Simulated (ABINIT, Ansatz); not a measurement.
# How the form of the self-energy moves the gap of CaC2 (Immm), part 2 of 2

Aim: compare treatments of exchange, screening and correlation for the gap of CaC2 (Immm).

ABINIT 10.8.3; PBEsol and many-body steps on it, plane waves. Known limits of the many-body steps: not at the basis limit; coarse k mesh.

So far. Step 5 (G0W0, Hybertsen-Louie plasmon pole): Against G0W0 in ABINIT (4×4×4 mesh, 41 bands, screening to 114.3 eV, Godby-Needs plasmon pole), the gap moves by +0.142 eV. Step 6 (G0W0, von der Linden-Horsch plasmon pole): Against G0W0 in ABINIT (4×4×4 mesh, 41 bands, screening to 114.3 eV, Godby-Needs plasmon pole), the gap moves by +0.118 eV.

## Step 7: One-shot Hartree-Fock

This step: one-shot Hartree-Fock on PBEsol, plane waves, norm-conserving pseudopotentials.

run.abi

```
acell 3*1.0 Angstrom
rprim 
  -1.894876555000 2.443261230000 2.680131180000
  1.894876555000 -2.443261230000 2.680131180000
  1.894876555000 2.443261230000 -2.680131180000
ntypat 2
znucl 20 6
natom 3
typat 1 2 2
xred 
  0.000000000000 0.000000000000 0.000000000000
  0.371239070000 0.500000000000 0.871239070000
  0.628760930000 0.500000000000 0.128760930000
pp_dirpath "pseudos"
pseudos "Ca.upf, C.upf"
ecut 37
ngkpt 4 4 4
nshiftk 1
shiftk 0 0 0
kptopt 1
chksymbreak 0
istwfk *1
occopt 1
irdwfk 1
optdriver 4
nband 13
gwcalctyp 5
ecutsigx 37
symsigma 1
nkptgw 2
kptgw 
  0.2500000000 -0.2500000000 0.2500000000
  0.0000000000 0.0000000000 0.0000000000
bdgw 
  8 11
  8 11
ixc_sigma 40
fftgw 31
indata_prefix "in"
outdata_prefix "out"
tmpdata_prefix "tmp"
```

The run is started by

```
$ OMP_NUM_THREADS=1 mpirun -n 4 abinit run.abi > log
```

Numbers of over 12 decimals in the logs are rounded to 6 here.

Output:

```text
.Version 10.8.3 of ABINIT. v10.8.2 released Aug 2026.

 Symmetries : space group Im m m (# 71); Bravais oI (body-center ortho.)
[... echo of the input left out ...]
== DATASET  1 ==================================================================
-   mpi_nproc: 4, omp_nthreads: 1 (-1 if OMP is not activated)

--- !DatasetInfo
iteration_state: {dtset: 1, }
dimensions: {natom: 3, nkpt: 18, mband: 13, nsppol: 1, nspinor: 1, nspden: 1, mpw: 3625, }
cutoff_energies: {ecut:  37.0, pawecutdg:  -1.0, }
[...]
Band     E0 <VxcDFT>   SigX SigC(E0)      Z dSigC/dE  Sig(E)    E-E0       E
[...]
10   4.767 -11.381  -6.486   0.000   1.000   0.000  -6.486   4.895   9.663
       11   6.030 -13.053  -7.651   0.000   1.000   0.000  -7.651   5.403  11.433

== END DATASET(S) ==============================================================
================================================================================

 -outvars: echo values of variables after computation  --------
           etotal      0.0000000000E+00
            nband          13
             nkpt          18
          spgroup          71
 [... the other variables as echoed above ...]

 Calculation completed.
```

It took 5.5 s on 4 MPI ranks of Arm Neoverse V1, shared host; peak memory 1.3 GiB; 22 s of CPU time.

This step gave:

```yaml
quasiparticle_gap_on_the_points_computed: 10.27 eV
starting_gap_on_the_mesh: 2.291 eV
k_of_the_valence_top: 0, 0, 0
k_of_the_conduction_bottom: 0, 0, 0
least_direct_quasiparticle_gap_on_the_computed_points: 10.27 eV
```

Against G0W0 in ABINIT (4×4×4 mesh, 41 bands, screening to 114.3 eV, Godby-Needs plasmon pole), the gap moves by +5.844 eV.

## Step 8: Screening, 4×4×4 mesh, 41 bands, screening to 114.3 eV

This step: RPA screening on PBEsol, plane waves, norm-conserving pseudopotentials.

Edit run.abi of step 7 so:

```diff
@@ -24,16 +24,14 @@
 irdwfk 1
-optdriver 4
-nband 13
-gwcalctyp 5
-ecutsigx 37
-symsigma 1
-nkptgw 2
-kptgw 
-  0.2500000000 -0.2500000000 0.2500000000
-  0.0000000000 0.0000000000 0.0000000000
-bdgw 
-  8 11
-  8 11
-ixc_sigma 40
-fftgw 31
+optdriver 3
+nband 41
+ecuteps 4.2
+inclvkb 2
+awtr 1
+symchi 1
+gwcalctyp 2
+nfreqre 16
+freqremax 40 eV
+nfreqim 8
+spmeth 1
+nomegasf 120
 indata_prefix "in"
```

Output:

```text
.Version 10.8.3 of ABINIT. v10.8.2 released Aug 2026.

 Symmetries : space group Im m m (# 71); Bravais oI (body-center ortho.)
[... echo of the input left out ...]
== DATASET  1 ==================================================================
-   mpi_nproc: 4, omp_nthreads: 1 (-1 if OMP is not activated)

--- !DatasetInfo
iteration_state: {dtset: 1, }
dimensions: {natom: 3, nkpt: 18, mband: 41, nsppol: 1, nspinor: 1, nspden: 1, mpw: 3625, }
cutoff_energies: {ecut:  37.0, pawecutdg:  -1.0, }
electrons: {nelect:   1.80000000E+01, charge:   0.00000000E+00, occopt:   1.00000000E+00, tsmear:   1.00000000E-02, }

 SCREENING: Calculation of the susceptibility and dielectric matrices

 Based on a program developped by R.W. Godby, V. Olevano, G. Onida, and L. Reining.
 Incorporated in ABINIT by V. Olevano, G.-M. Rignanese, and M. Torrent.
.Using double precision arithmetic ; gwpc =  8

[... cell and pseudopotentials left out ...]
--------------------------------------------------------------------------------

 ==== K-mesh for the wavefunctions ====
 Number of points in the irreducible wedge :    18
[... list of points left out ...]
 Together with  8 symmetry operations and time-reversal symmetry
 yields    64 points in the full Brillouin Zone.

 ==== Q-mesh for the screening function ====
 Number of points in the irreducible wedge :    18
[... list of points left out ...]
 Together with  8 symmetry operations and time-reversal symmetry
 yields    64 points in the full Brillouin Zone.

 setmesh: FFT mesh size selected  =    45x   45x   45
          total number of points  =        91125

 vcoul_init : cutoff-mode = AUXILIARY_FUNCTION
 q-points for optical limit:   1
     1)      0.000010    0.000020    0.000030

- screening: taking advantage of time-reversal symmetry
- Maximum band index for partially occupied states nbvw = 9
- Remaining bands to be divided among processors   nbcw = 32
- Number of bands treated by each node ~8

 Number of electrons calculated from density =   18.0000; Expected =   18.0000
 average of density, n =  0.053741
 r_s =    1.6439
 omega_plasma =   22.3620 [eV]

 calculating chi0 at frequencies [eV] :
  1    0.000000E+00    0.000000E+00
  2    2.666667E+00    0.000000E+00
  3    5.333333E+00    0.000000E+00
[...]
23    0.000000E+00    5.695205E+01
 24    0.000000E+00    8.018911E+01

--------------------------------------------------------------------------------
  q-point number  1        q = ( 0.000000, 0.000000, 0.000000) [r.l.u.]
--------------------------------------------------------------------------------
[... chi0 elements left out ...]
  [... further frequencies ...]

 No. of calculated frequencies >  15, stop printing
 For q-point:  0.000010 0.000020 0.000030
  dielectric constant =   3.6269
  dielectric constant without local fields =   4.3546

  Average fulfillment of the sum rule on Im[epsilon] for q-point    1 :     48.06  [%]
[... wings left out ...]
  q-point number  2        q = ( 0.250000, 0.000000, 0.000000) [r.l.u.]
--------------------------------------------------------------------------------
[... chi0 elements left out ...]
  [... further frequencies ...]

 No. of calculated frequencies >  15, stop printing
  Average fulfillment of the sum rule on Im[epsilon] for q-point    2 :     68.01  [%]

 [... 16 further q-points ...]
```

Wall time 94 s (4 MPI ranks); peak memory 2.3 GiB; 6.3 min of CPU time.

Numbers from this step:

- ε∞ with local fields, on this mesh, along the program's q direction: 3.627
- the same without local fields: 4.355
- plasma frequency: 22.36 eV
- plane waves in the screening matrix: 139

## Step 9: G0W0, contour deformation

This step: G0W0 on PBEsol, plane waves, norm-conserving pseudopotentials.

Edit run.abi of step 8 so:

```diff
@@ -24,14 +24,16 @@
 irdwfk 1
-optdriver 3
+optdriver 4
 nband 41
+gwcalctyp 2
+ecutsigx 37
+symsigma 1
+nkptgw 2
+kptgw 
+  0.2500000000 -0.2500000000 0.2500000000
+  0.0000000000 0.0000000000 0.0000000000
+bdgw 
+  8 11
+  8 11
 ecuteps 4.2
-inclvkb 2
-awtr 1
-symchi 1
-gwcalctyp 2
-nfreqre 16
-freqremax 40 eV
-nfreqim 8
-spmeth 1
-nomegasf 120
+irdscr 1
 indata_prefix "in"
```

Output:

```text
.Version 10.8.3 of ABINIT. v10.8.2 released Aug 2026.

 Symmetries : space group Im m m (# 71); Bravais oI (body-center ortho.)
[... echo of the input left out ...]
== DATASET  1 ==================================================================
-   mpi_nproc: 4, omp_nthreads: 1 (-1 if OMP is not activated)

--- !DatasetInfo
iteration_state: {dtset: 1, }
dimensions: {natom: 3, nkpt: 18, mband: 41, nsppol: 1, nspinor: 1, nspden: 1, mpw: 3625, }
cutoff_energies: {ecut:  37.0, pawecutdg:  -1.0, }
[...]
Band     E0 <VxcDFT>   SigX SigC(E0)      Z dSigC/dE  Sig(E)    E-E0       E
[...]
11   6.030 -13.053  -7.651  -2.900   0.789  -0.268 -11.079   1.974   8.004
       11   0.000   0.000   0.000   0.000   0.000   0.000   0.000   0.000   0.000

== END DATASET(S) ==============================================================
================================================================================

 -outvars: echo values of variables after computation  --------
           etotal      0.0000000000E+00
            nband          41
             nkpt          18
          spgroup          71
 [... the other variables as echoed above ...]

 Calculation completed.
```

The job ended after 13 s (4 MPI ranks; peak memory 1.9 GiB).

This step gave:

```
G0W0 gap on the points computed              : 4.401 eV
starting gap on the mesh                     : 2.291 eV
k of the valence top                         : 0.25, -0.25, 0.25
k of the conduction bottom                   : 0, 0, 0
least direct G0W0 gap on the computed points : 4.752 eV
```

Against G0W0 in ABINIT (4×4×4 mesh, 41 bands, screening to 114.3 eV, Godby-Needs plasmon pole), the gap moves by −0.029 eV.

## Step 10: Side by side

Times are wall times on 4 MPI ranks of Arm Neoverse V1, shared host, good to a factor of about two. A run's time includes the screening step that it read.

| run | mesh | bands | screening cutoff (eV) | DFT gap (eV) | gap on the mesh (eV) | direct (eV) | ε∞ used | time |
| --- | --- | --- | --- | --- | --- | --- | --- | --- |
| G0W0, Godby-Needs plasmon pole | 4×4×4 | 41 | 114.3 | 2.291 | 4.430 | 4.773 | 3.62 | 99 s |
| G0W0, Hybertsen-Louie plasmon pole | 4×4×4 | 41 | 114.3 | 2.291 | 4.572 | 4.711 | 3.62 | 100 s |
| G0W0, von der Linden-Horsch plasmon pole | 4×4×4 | 41 | 114.3 | 2.291 | 4.548 | 4.941 | 3.62 | 97 s |
| one-shot Hartree-Fock | 4×4×4 | - | - | 2.291 | 10.274 | 10.274 | - | 5.5 s |
| G0W0, contour deformation | 4×4×4 | 41 | 114.3 | 2.291 | 4.401 | 4.752 | 3.63 | 1.8 min |

## Step 11: Outcome

* G0W0, Godby-Needs plasmon pole: 4.430 eV
* G0W0, Hybertsen-Louie plasmon pole: 4.572 eV
* G0W0, von der Linden-Horsch plasmon pole: 4.548 eV
* one-shot Hartree-Fock: 10.274 eV
* G0W0, contour deformation: 4.401 eV
* known limits: not at the basis limit; coarse k mesh

**Reading.** G0W0, Hybertsen-Louie plasmon pole: +0.142 eV against G0W0, Godby-Needs plasmon pole. G0W0, von der Linden-Horsch plasmon pole: +0.118 eV against G0W0, Godby-Needs plasmon pole. One-shot Hartree-Fock: +5.844 eV against G0W0, Godby-Needs plasmon pole. G0W0, contour deformation: −0.029 eV against G0W0, Godby-Needs plasmon pole. Bare exchange alone opens the gap to 10.27 eV; against G0W0, correlation takes back 5.84 eV. Bands and cutoff are finite, so the gap is not at the basis limit. The miss can reach some tenths of an eV and take either sign; the mesh is an error of its own. In the G0W0 runs levels were corrected at 2 k points alone, so a gap called «on the mesh» is the least over those, and an edge elsewhere would be missed. The 4×4×4 mesh is coarse for this cell, which bears on the long-range parts of exchange and screening.

[Paths, hosts, dates, memory and timing lines, banners, echoed tables and standing remarks are left out of the program output.]

[Logs are printed without paths, hosts, clocks, repeated set-up lines and the standing remarks that a program may print on its own settings, such as how far it seeks lower states.]

[Runs of the session that timed out or met a known fault of the program may be left out.]

[Hosts, paths, dates, database ids (printed as entryN), source tags and the programs' standing remarks are cut or masked in the printed files.]

[G0W0 gaps are taken among the corrected bands and points alone; a level outside them can change the order at an edge.]

[Where Ansatz stands beside ABINIT at settings called matched, ABINIT's density can come from a denser mesh and the files from another edition; pairs whose starting gaps differed by over 0.03 eV were left out, so agreement reads better than it is.]
